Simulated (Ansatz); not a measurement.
**TaN (WC type): which axis gives way under pressure?**

Cell and atoms of WC type TaN are relaxed at set pressures, to see how each axis shrinks. The phase is followed to these pressures whether or not it stays the stable one.

Calculated with Ansatz 0.2.0, PBEsol, PAW files of the set soft_1, cutoff 600 eV, Fermi–Dirac smearing 0.05 eV, k-mesh 17×17×15, no spin polarisation, no spin-orbit coupling.

Reference cell, relaxed at zero pressure with PBEsol (P-6m2): a = 2.9238 Å, b = 2.9238 Å, c = 2.8706 Å, α = 90.00°, β = 90.00°, γ = 120.00°.

```csv
atom,x,y,z
Ta,0.0000,0.0000,0.0000
N,0.6667,0.3333,0.5000
```

| P (GPa) | a (Å) | c (Å) | c/a |
| --- | --- | --- | --- |
| −4.01 | 2.9356 | 2.8801 | 0.9811 |
| 0.00 | 2.9238 | 2.8706 | 0.9818 |
| 9.99 | 2.8969 | 2.8488 | 0.9834 |
| 15.00 | 2.8844 | 2.8390 | 0.9842 |
| 20.00 | 2.8727 | 2.8296 | 0.9850 |
| 29.99 | 2.8509 | 2.8121 | 0.9864 |

**Question.** Give the linear compressibility of each axis at zero pressure, and the edges at 5.00 GPa, a row left out above.

Least squares with l = l0 + l1 P + l2 P² gives for a: l0 = 2.9239 Å, l1 = −2.835e−3 Å/GPa, l2 = 1.34e−5 Å/GPa², so β = −l1/l0 = 0.969 × 10⁻³ GPa⁻¹ and the withheld edge is 2.9101 Å. The run itself gives 2.9099 Å, so the estimate misses by 0.0002 Å; the fitted rows themselves lie up to 0.0001 Å off the law.

Least squares with l = l0 + l1 P + l2 P² gives for c: l0 = 2.8707 Å, l1 = −2.283e−3 Å/GPa, l2 = 1.11e−5 Å/GPa², so β = −l1/l0 = 0.795 × 10⁻³ GPa⁻¹ and the withheld edge is 2.8595 Å. The run itself gives 2.8594 Å, so the estimate misses by 0.0001 Å, a rounding's worth.

The compressibilities add to the volume compressibility, 2β_a + β_c = 2.734 × 10⁻³ GPa⁻¹, or B0 ≈ 366 GPa; a parabola over so wide a range errs a few per cent to the stiff side. The a axis is the softest, 1.2 times as compressible as c.

[Logs are printed without paths, hosts, clocks, repeated set-up lines and the standing remarks that a program may print on its own settings, such as how far it seeks lower states.]
